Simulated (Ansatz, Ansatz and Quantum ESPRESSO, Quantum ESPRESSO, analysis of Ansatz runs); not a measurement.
## Li2CdCl4 (Imma), V_Cd hop (3.8 Å): one hop, two programs (q = −2) (Ansatz and Quantum ESPRESSO)

Aim: the barrier of one jump in Li2CdCl4 (Imma) (V_Cd hop (3.8 Å), charge −2) from two independent programs, on a cell of 56 host atoms with 1 Cd taken out. The second starts from the first's relaxed ends and band.

Program: Ansatz and Quantum ESPRESSO. Level of theory: two programs on one path. Values are calculated unless marked as measured.

### 1. The structure

The cell holds 55 atoms: 16 Li, 7 Cd and 32 Cl. Cell: a = 12.949 Å, b = 12.809 Å, c = 10.609 Å, α = 66.4°, β = 65.0°, γ = 48.6°. It derives from Li2CdCl4 (space group Imma). Nearest the centre at fractional (0.125, 0.875, 0.625): Cd17 at 1.72 Å, Cl28 at 1.90 Å, Cl39 at 1.91 Å, Li5 at 3.01 Å, Li12 at 3.01 Å, Cl27 at 3.12 Å, Cl32 at 3.20 Å, Cl52 at 3.33 Å. The cell carries charge −2.

The cell's shortest repeat is 10.6 Å.

### 2. The band in Ansatz

5 movable images are laid between the ends on a pair-potential path, which keeps atoms from colliding in the first guess. Each image feels the true force across the path and a spring force along it. The highest image is set to climb to the top of the path.

Method: plane-wave PAW DFT, PBEsol, at one point at (¼, ¼, ¼).

File qm2.neb/input.yaml:

```yaml
crystal:
  lattice:
    - [0.0, 7.62069338, 10.46883164]
    - [7.38023042, 0.0, 10.46883164]
    - [7.38023042, 7.62069338, 0.0]
  atoms:
    - { symbol: Li, position: [0.19341699, 0.45180402, 0.04849783] }
    - { symbol: Li, position: [0.43846201, 0.69776791, 0.3048577] }
    - { symbol: Li, position: [0.69698774, 0.94557566, 0.55453511] }
    - { symbol: Li, position: [0.94099307, 0.19545574, 0.80244566] }
    - { symbol: Li, position: [0.13755675, 0.62827058, 0.63616249] }
    - { symbol: Li, position: [0.36263966, 0.8720989, 0.86383574] }
    - { symbol: Li, position: [0.62594585, 0.12672953, 0.12174366] }
    - { symbol: Li, position: [0.87414779, 0.37361484, 0.37822003] }
    - { symbol: Li, position: [0.12590005, 0.12198509, 0.12649709] }
    - { symbol: Li, position: [0.37419313, 0.37863521, 0.37319574] }
    - { symbol: Li, position: [0.59835946, 0.6360804, 0.62793036] }
    - { symbol: Li, position: [0.901521, 0.86438711, 0.87200059] }
    - { symbol: Li, position: [0.06158457, 0.80274425, 0.19483634] }
    - { symbol: Li, position: [0.30659992, 0.04862539, 0.45143626] }
    - { symbol: Li, position: [0.55922765, 0.30484438, 0.69727542] }
    - { symbol: Li, position: [0.80319737, 0.55484663, 0.94514438] }
    - { symbol: Cd, position: [0.01404613, -0.01003657, 0.51003477] }
    - { symbol: Cd, position: [0.25008976, 0.25018891, 0.74979534] }
    - { symbol: Cd, position: [0.48602993, 0.51041395, -0.01022704] }
    - { symbol: Cd, position: [0.74996012, 0.7502361, 0.24995635] }
    - { symbol: Cd, position: [-0.00144349, 0.50174415, 0.50132273] }
    - { symbol: Cd, position: [0.5014527, -0.00116614, -0.00154355] }
    - { symbol: Cd, position: [0.75010627, 0.25020389, 0.24982604] }
    - { symbol: Cl, position: [0.13230274, 0.12298139, 0.88171626] }
    - { symbol: Cl, position: [0.38531647, 0.36539072, 0.13467794] }
    - { symbol: Cl, position: [0.63687262, 0.61828881, 0.37707535] }
    - { symbol: Cl, position: [0.8856979, 0.86916547, 0.63101143] }
    - { symbol: Cl, position: [0.24780867, 0.74791202, 0.4942898] }
    - { symbol: Cl, position: [0.49687518, 1.00143555, 0.75271583] }
    - { symbol: Cl, position: [0.74257313, 0.25322571, 0.00602658] }
    - { symbol: Cl, position: [0.99627813, 0.49950879, 0.25411542] }
    - { symbol: Cl, position: [0.11210997, 0.63207429, 0.86840128] }
    - { symbol: Cl, position: [0.36763239, 0.88949564, 0.11177372] }
    - { symbol: Cl, position: [0.61708153, 0.13622945, 0.36399287] }
    - { symbol: Cl, position: [0.86878453, 0.38837583, 0.61062626] }
    - { symbol: Cl, position: [0.24959743, 0.24640234, 0.00018849] }
    - { symbol: Cl, position: [0.50156931, 0.49438757, 0.24632943] }
    - { symbol: Cl, position: [0.75068804, 0.74772658, 0.49827527] }
    - { symbol: Cl, position: [0.98906477, 1.00667186, 0.75189116] }
    - { symbol: Cl, position: [-0.00140529, 0.00602969, 0.25340945] }
    - { symbol: Cl, position: [0.25046994, 0.25412549, 0.49946925] }
    - { symbol: Cl, position: [0.51102326, 0.49365713, 0.74793322] }
    - { symbol: Cl, position: [0.74926086, 0.75274027, 1.00164948] }
    - { symbol: Cl, position: [0.13244511, 0.61100841, 0.38788459] }
    - { symbol: Cl, position: [0.38789506, 0.86843984, 0.6315817] }
    - { symbol: Cl, position: [0.63134174, 0.1120542, 0.88923274] }
    - { symbol: Cl, position: [0.88305278, 0.36424508, 0.13577167] }
    - { symbol: Cl, position: [0.00331518, 0.49905386, 0.74698523] }
    - { symbol: Cl, position: [0.25234263, 0.75250338, 1.00551963] }
    - { symbol: Cl, position: [0.50365579, 0.00097844, 0.24575136] }
    - { symbol: Cl, position: [0.75755917, 0.24718357, 0.49371014] }
    - { symbol: Cl, position: [0.11478815, 0.13498063, 0.3651518] }
    - { symbol: Cl, position: [0.36784084, 0.37746463, 0.61802381] }
    - { symbol: Cl, position: [0.61443221, 0.63119828, 0.86878757] }
    - { symbol: Cl, position: [0.86308844, 0.88216193, 0.12281256] }
total_charge: -2
basis:
  ecutwfc: 420
  xc_grid: 2
hamiltonian:
  xc: pbesol
kpoints:
  mp_grid: { grid: [1, 1, 1], shift: [0.25, 0.25, 0.25] }
scf:
  occupations: { method: fixed }
  max_iter: 150
output:
  forces: true
neb:
  images: 5
  f_tol: 0.04
  climbing: true
  initial_path: idpp
  max_iterations: 45
  order_check: false
  final_atoms:
    - { symbol: Li, position: [0.19395408, 0.44876169, 0.05144086] }
    - { symbol: Li, position: [0.44417012, 0.69219768, 0.31007572] }
[... 1 atom line left out ...]
    - { symbol: Li, position: [0.94634308, 0.1900003, 0.8080445] }
    - { symbol: Li, position: [0.11248063, 0.65341871, 0.61129817] }
[... 6 atom lines left out ...]
    - { symbol: Li, position: [0.87692699, 0.88909313, 0.84675214] }
[... 1 atom line left out ...]
    - { symbol: Li, position: [0.29831783, 0.0577389, 0.44230868] }
[... 2 atom lines left out ...]
    - { symbol: Cd, position: [0.23891409, -0.23469132, 0.73499797] }
[... 9 atom lines left out ...]
    - { symbol: Cl, position: [0.88054712, 0.86413132, 0.63614415] }
    - { symbol: Cl, position: [0.25544698, 0.74006748, 0.50160089] }
[... 3 atom lines left out ...]
    - { symbol: Cl, position: [0.11744972, 0.63750937, 0.86267191] }
[... 6 atom lines left out ...]
    - { symbol: Cl, position: [0.99673429, 0.99895298, 0.75943829] }
[... 5 atom lines left out ...]
    - { symbol: Cl, position: [0.38405339, 0.86593881, 0.6341943] }
[... 6 atom lines left out ...]
    - { symbol: Cl, position: [0.11803706, 0.1378943, 0.36189779] }
[... 2 atom lines left out ...]
    - { symbol: Cl, position: [0.86015064, 0.88316702, 0.11793937] }
```

Run with:

```bash
ansatz run input.yaml --threads 16 --pin off --max-ram 26378MiB --backend cpu --events-out ev --progress --plain --runs-dir out
```

Log:

```text
Warning: neb: disabling space-group detection — the band's intermediate images generally break the endpoint symmetry, so the full k-mesh is solved, and no spatial operation symmetrises the density, except that a semilocal band can use its path's symmetry [...]
Engine: ansatz 0.2.0, x86_64-unknown-linux-gnu
Pseudopotentials: kind: paw
Pseudopotential: Li, paw, valence charge 3, recommended cutoff 420 eV (normal), Li.paw.azcp
Pseudopotential: Cd, paw, valence charge 20, recommended cutoff 420 eV (normal), Cd.paw.azcp
Pseudopotential: Cl, paw, valence charge 7, recommended cutoff 420 eV (normal), Cl.paw.azcp
Functional definition: PBEsol
  exchange = pbesol_x
  correlation = pbesol_c
parallel-image band execution: 5 concurrent image workers
NEB image 0
Crystal: 55 atoms, lattice volume = 1177.586 Å³
Basis set: ecut = 420 eV, 23051 PW (Γ), exchange–correlation on 180×180×144 points (8 copies of the dense FFT grid, shifted against one another)
Bands: 262, of which v1, the nominal top of the filled ones, is band 207 counted from 1 (206 counted from 0)
Symmetry: 1 space group operations
k-points: 1
Non-local potential: Li, projectors of the file, l = 0: 3, l = 1: 2, l = 2: 1
Non-local potential: Cd, projectors of the file, l = 0: 3, l = 1: 2, l = 2: 2, l = 3: 1
Non-local potential: Cl, projectors of the file, l = 0: 2, l = 1: 2, l = 2: 2
PAW form: soft (Blöchl's): semilocal exchange-correlation on the pseudo side does not see the compensation charge
PAW frozen core: Cd, regenerated for the run's functional, and the local potential with it (the file was generated under x = pbe(κ = 0.804, μ = 0.219515), c = pbe(β = 0.066725))
[...]
atoms:
    - { symbol: Li, position: [0.192826, 0.452921, 0.047272] }
    - { symbol: Li, position: [0.455287, 0.687726, 0.290148] }
    - { symbol: Li, position: [0.714246, 0.942586, 0.557543] }
    - { symbol: Li, position: [0.933066, 0.209997, 0.812598] }
    - { symbol: Li, position: [0.122687, 0.631554, 0.638741] }
    - { symbol: Li, position: [0.356644, 0.872858, 0.862587] }
    - { symbol: Li, position: [0.626212, 0.125956, 0.123244] }
    - { symbol: Li, position: [0.866686, 0.370834, 0.383548] }
[...]
- { symbol: Li, position: [0.059284, 0.808277, 0.193845] }
    - { symbol: Li, position: [0.313725, 0.060247, 0.439853] }
    - { symbol: Li, position: [0.561447, 0.305991, 0.691852] }
    - { symbol: Li, position: [0.798726, 0.555248, 0.944753] }
    - { symbol: Cd, position: [0.115556, -0.064077, 0.564092] }
    - { symbol: Cd, position: [0.250960, 0.250839, 0.751766] }
    - { symbol: Cd, position: [0.486790, 0.507198, -0.007056] }
    - { symbol: Cd, position: [0.753413, 0.748267, 0.249342] }
    - { symbol: Cd, position: [-0.006197, 0.505591, 0.501415] }
    - { symbol: Cd, position: [0.500740, -0.001271, -0.005431] }
    - { symbol: Cd, position: [0.757083, 0.238847, 0.261246] }
    - { symbol: Cl, position: [0.135411, 0.122462, 0.878873] }
    - { symbol: Cl, position: [0.383960, 0.363350, 0.136825] }
    - { symbol: Cl, position: [0.636553, 0.621209, 0.377627] }
    - { symbol: Cl, position: [0.904411, 0.874706, 0.625542] }
    - { symbol: Cl, position: [0.273638, 0.713795, 0.486236] }
    - { symbol: Cl, position: [0.498238, 0.998497, 0.748254] }
    - { symbol: Cl, position: [0.739351, 0.255554, 0.011216] }
    - { symbol: Cl, position: [0.996522, 0.496266, 0.255387] }
[...]
- { symbol: Cl, position: [0.120235, 0.127526, 0.372470] }
    - { symbol: Cl, position: [0.366201, 0.376813, 0.619489] }
    - { symbol: Cl, position: [0.607627, 0.638704, 0.861320] }
    - { symbol: Cl, position: [0.862267, 0.880609, 0.123316] }
[key lines of the parts left out:]
SCF converged after 6 iterations
Free energy (F): -94556.033046 eV
Fermi energy:    2.483975 eV
```

Run time: 1.7 min. Hardware: 16 threads of Intel Xeon 6975P-C (Granite Rapids), shared host; peak memory 8.3 GiB; 22 min of CPU time.

The column dr2 measures how far the density is from self-consistency, as an energy; F and HF (Harris–Foulkes) agree once it is small.

The band met its tolerance of 0.04 eV/Å after 11 iterations, with image 2 on top (the start counts as 0). Cd17, which moves farthest between the ends, has 6 Cl at 2.53 to 2.74 Å nearest at the start and 3 Cl at 2.39 to 2.50 Å at the top. The path has 2 maxima, and only the highest was climbed.

### 3. The band in Quantum ESPRESSO

5 movable images are laid between the ends on the band that Ansatz converged, shifted to this program's ends. Each image feels the true force across the path and a spring force along it. The highest image is set to climb to the top of the path.

Method: Quantum ESPRESSO plane-wave DFT, PBEsol, GBRV 1.5 PBEsol potentials, at one point at (¼, ¼, ¼).

File neb.in:

```
BEGIN
BEGIN_PATH_INPUT
&PATH
  restart_mode = 'from_scratch'
  string_method = 'neb'
  nstep_path = 45
  ds = 1.5
  opt_scheme = 'broyden'
  num_of_images = 7
  k_max = 0.3
  k_min = 0.2
  CI_scheme = 'auto'
  path_thr = 0.05
/
END_PATH_INPUT
BEGIN_ENGINE_INPUT
&CONTROL
  prefix = 'pwscf'
  outdir = './tmp'
  pseudo_dir = './pseudo'
  disk_io = 'low'
/
&SYSTEM
  ibrav = 0
  nat = 55
  ntyp = 3
  ecutwfc = 40
  ecutrho = 324
  nbnd = 183
  occupations = 'fixed'
  tot_charge = -2
  nosym = .true.
/
&ELECTRONS
  conv_thr = 6d-08
  electron_maxstep = 100
  mixing_beta = 0.5
/
ATOMIC_SPECIES
Li     6.9400 li_pbesol_v1.4.uspp.F.UPF
Cd   112.4140 cd_pbesol_v1.uspp.F.UPF
Cl    35.4500 cl_pbesol_v1.4.uspp.F.UPF
CELL_PARAMETERS angstrom
   0.0000000000    7.6206933794   10.4688316414
   7.3802304228    0.0000000000   10.4688316414
   7.3802304228    7.6206933794    0.0000000000
BEGIN_POSITIONS
FIRST_IMAGE
ATOMIC_POSITIONS crystal
Li     0.1934174584    0.4517949393    0.0485025012
Li     0.4384531393    0.6977652751    0.3048452342
Li     0.6970001466    0.9455747433    0.5545424722
Li     0.9409622305    0.1954705297    0.8024517536
Li     0.1375856766    0.6282465365    0.6361681066
Li     0.3626099023    0.8721248983    0.8638232425
Li     0.6259244711    0.1267523170    0.1217481379
Li     0.8741677590    0.3736013480    0.3782083109
Li     0.1258967285    0.1219875074    0.1265075825
Li     0.3741947804    0.3786234591    0.3731907697
Li     0.5983443359    0.6361046851    0.6279023040
Li     0.9015447719    0.8643628457    0.8720213811
Li     0.0615943307    0.8027430067    0.1948513879
Li     0.3065975895    0.0486382372    0.4514285397
Li     0.5592517063    0.3048346385    0.6972747741
Li     0.8031803541    0.5548488441    0.9451417062
Cd     0.0140008971   -0.0099593563    0.5099453008
Cd     0.2500880003    0.2501927100    0.7497990147
Cd     0.4860842871    0.5103370539   -0.0101439304
Cd     0.7499606922    0.7502358381    0.2499580714
Cd    -0.0014266358    0.5017270342    0.5013069380
Cd     0.5014440490   -0.0011598238   -0.0015304487
Cd     0.7501040164    0.2502057834    0.2498279184
Cl     0.1321903810    0.1228684893    0.8818430923
Cl     0.3852291466    0.3652574282    0.1348112453
Cl     0.6367761998    0.6181619135    0.3772010116
Cl     0.8856089888    0.8690670149    0.6311099464
Cl     0.2480571948    0.7476269238    0.4942999899
Cl     0.4970402266    1.0012433638    0.7525253765
Cl     0.7426803577    0.2530854021    0.0058416115
Cl     0.9964540124    0.4993092060    0.2539572593
Cl     0.1121289952    0.6320775731    0.8683917986
Cl     0.3675015177    0.8893759661    0.1118787346
Cl     0.6169583060    0.1361307547    0.3640866237
Cl     0.8686419456    0.3882622164    0.6107412221
Cl     0.2494181075    0.2465527951    0.0003827187
Cl     0.5013594148    0.4945741632    0.2464640980
Cl     0.7504794436    0.7479190334    0.4984678641
Cl     0.9890425294    1.0066618876    0.7521699717
Cl    -0.0011972593    0.0058461183    0.2532743772
Cl     0.2506484704    0.2539738643    0.4992796110
Cl     0.5110421657    0.4936760657    0.7476556245
Cl     0.7494766442    0.7525482440    1.0014394529
Cl     0.1325734741    0.6111281066    0.3877866518
Cl     0.3878785819    0.8684315151    0.6315850078
Cl     0.6314835755    0.1121643229    0.8891144768
Cl     0.8831726654    0.3643424639    0.1356800900
Cl     0.0031489419    0.4992411039    0.7471856100
Cl     0.2520882191    0.7527883472    1.0055108441
Cl     0.5034907239    0.0011731243    0.2459074616
Cl     0.7574531708    0.2473204667    0.4938962053
Cl     0.1148737783    0.1351208609    0.3650160810
Cl     0.3679444065    0.3775826324    0.6178996601
Cl     0.6145176858    0.6312968996    0.8686933760
Cl     0.8631904190    0.8822854466    0.1226921632
INTERMEDIATE_IMAGE
ATOMIC_POSITIONS crystal
Li     0.1926974926    0.4527735664    0.0474228490
Li     0.4491871772    0.6914396719    0.2944952327
[... 53 atom lines left out ...]
INTERMEDIATE_IMAGE
ATOMIC_POSITIONS crystal
Li     0.1928358283    0.4529104807    0.0472801553
Li     0.4552709146    0.6877215119    0.2901541083
[... 53 atom lines left out ...]
INTERMEDIATE_IMAGE
ATOMIC_POSITIONS crystal
Li     0.1912787784    0.4542035453    0.0459195817
Li     0.4544206365    0.6848649397    0.2941784890
[... 53 atom lines left out ...]
INTERMEDIATE_IMAGE
ATOMIC_POSITIONS crystal
Li     0.1907899723    0.4652772795    0.0349058264
Li     0.4587615664    0.6831671442    0.2948522105
[... 53 atom lines left out ...]
INTERMEDIATE_IMAGE
ATOMIC_POSITIONS crystal
Li     0.1926760948    0.4592245681    0.0409818734
Li     0.4547248595    0.6854602551    0.3000998792
[... 53 atom lines left out ...]
LAST_IMAGE
ATOMIC_POSITIONS crystal
Li     0.1939810502    0.4487462131    0.0514530260
Li     0.4441369231    0.6921886932    0.3101174072
[... 1 atom line left out ...]
Li     0.9463437726    0.1899587568    0.8080508912
Li     0.1124876734    0.6534109886    0.6112795308
[... 6 atom lines left out ...]
Li     0.8769153672    0.8891029225    0.8467736461
[... 1 atom line left out ...]
Li     0.2982934021    0.0577167762    0.4423332731
[... 2 atom lines left out ...]
Cd     0.2389559381   -0.2347071526    0.7350112440
[... 9 atom lines left out ...]
Cl     0.8805292969    0.8641516229    0.6361240998
Cl     0.2554719463    0.7400334460    0.5013377894
[... 3 atom lines left out ...]
Cl     0.1174026294    0.6373346437    0.8628418162
[... 6 atom lines left out ...]
Cl     0.9964659473    0.9992191666    0.7594558480
[... 5 atom lines left out ...]
Cl     0.3842154354    0.8660131449    0.6341200847
[... 6 atom lines left out ...]
Cl     0.1180552882    0.1378697441    0.3619158848
[... 2 atom lines left out ...]
Cl     0.8602290863    0.8833090994    0.1177913186
END_POSITIONS
K_POINTS crystal
1
0.25 0.25 0.25 1.0
END_ENGINE_INPUT
END
```

Run with:

```bash
OMP_NUM_THREADS=1 mpirun -n 16 neb.x -ni 4 -inp neb.in > neb.out
```

Log:

```text
[shortened: banners, details of potentials and solvers, and blank lines are left out]
     path-images division:  nimage    =       4
     initial path length           =  9.4200 bohr
     initial inter-image distance  =  1.5700 bohr
     string_method                 =    neb
     restart_mode                  =    from_scratch
     opt_scheme                    =    broyden
     num_of_images                 =    7
     nstep_path                    =    45
     CI_scheme                     =    auto
     first_last_opt                =    F
     use_freezing                  =    F
     ds                            =    1.5000 a.u.
     k_max                         =    0.3000 a.u.
     k_min                         =    0.2000 a.u.
     path_thr                      =    0.0500 eV / A
     ------------------------------ iteration   1 ------------------------------
     activation energy (->) =   0.394095 eV
     activation energy (<-) =   0.394412 eV
     image        energy (eV)        error (eV/A)        frozen
         1     -28562.7424637            0.016085            T
         2     -28562.5531363            1.529225            F
         3     -28562.3483692            0.029462            F
         4     -28562.4131336            0.067623            F
         5     -28562.3503769            0.600915            F
         6     -28562.5498922            1.622222            F
         7     -28562.7427812            0.016522            T
     climbing image =  3
     path length          =  9.420 bohr
[...]
------------------------------ iteration   6 ------------------------------
     activation energy (->) =   0.393348 eV
     activation energy (<-) =   0.393666 eV
     image        energy (eV)        error (eV/A)        frozen
         1     -28562.7424637            0.016085            T
         2     -28562.5231975            0.015538            F
         3     -28562.3491154            0.012383            F
         4     -28562.4126089            0.026311            F
         5     -28562.3604582            0.019288            F
         6     -28562.4929184            0.035299            F
         7     -28562.7427812            0.016522            T
     climbing image =  3
     path length          =  9.364 bohr
[...]
neb: convergence achieved in   6 iterations
   JOB DONE.
```

Wall time 27 min (16 MPI ranks); peak memory 13 GiB; 7.2 h of CPU time.

The band met its tolerance of 0.05 eV/Å after 6 iterations, with image 2 on top (the start counts as 0). Cd17, which moves farthest between the ends, has 6 Cl at 2.53 to 2.74 Å nearest at the start and 3 Cl at 2.40 to 2.51 Å at the top. The path has 2 maxima, and only the highest was climbed.

### 4. Side by side

```csv
program,top over the start (eV),over the end (eV),hop length (Å),movable images,iterations,time
Ansatz,0.397,0.397,3.43,5,11,1.7 min
Quantum ESPRESSO,0.393,0.394,3.43,5,6,27 min
```

Path length (Å) and energy (eV from the start) of each image:

```
image  Ansatz, length  Ansatz, energy  Quantum ESPRESSO, length  Quantum ESPRESSO, energy
    0            0.00           0.000                      0.00                     0.000
    1            0.82           0.186                      0.91                     0.219
    2            1.64           0.397                      1.65                     0.393
    3            2.49           0.328                      2.42                     0.330
    4            3.33           0.394                      3.19                     0.382
    5            4.18           0.198                      3.99                     0.250
    6            5.02           0.000                      4.96                     0.000
```

### 5. What came out

```yaml
top_over_the_start_ansatz: 0.397 eV
top_over_the_start_quantum_espresso: 0.393 eV
difference: 0.004 eV
```

The tops lie 0.397 and 0.393 eV above the starts, the same within 5 meV. At the top the nearest neighbour of Cd17 is Cl at 2.39 Å in Ansatz and Cl at 2.40 Å in Quantum ESPRESSO. Ansatz: the path has 2 maxima, and only the highest was climbed. Quantum ESPRESSO: the path has 2 maxima, and only the highest was climbed. No image-charge correction is applied. Both use the same single k-point, so agreement says nothing of the sampling error. The order of the top as a saddle was not checked for all atoms, so a bent path could be lower. The second band began on the first's path, so iterations and times don't compare, and both may miss the same lower path. Keep in mind: one k-point off the zone centre stands for the whole zone; spin–orbit coupling, which can matter with heavy atoms, is left out.

[Long decimals in the printed logs are rounded to 6 places.]

[Repeated set-up lines and some long k-point lines are left out of the logs, and relaxed atomic positions are cut to six decimals.]

[Logs are printed without paths, hosts, clocks, repeated set-up lines and the standing remarks that a program may print on its own settings, such as how far it seeks lower states.]

[Hosts, paths, dates, database ids (printed as entryN), source tags and the programs' standing remarks are cut or masked in the printed files.]
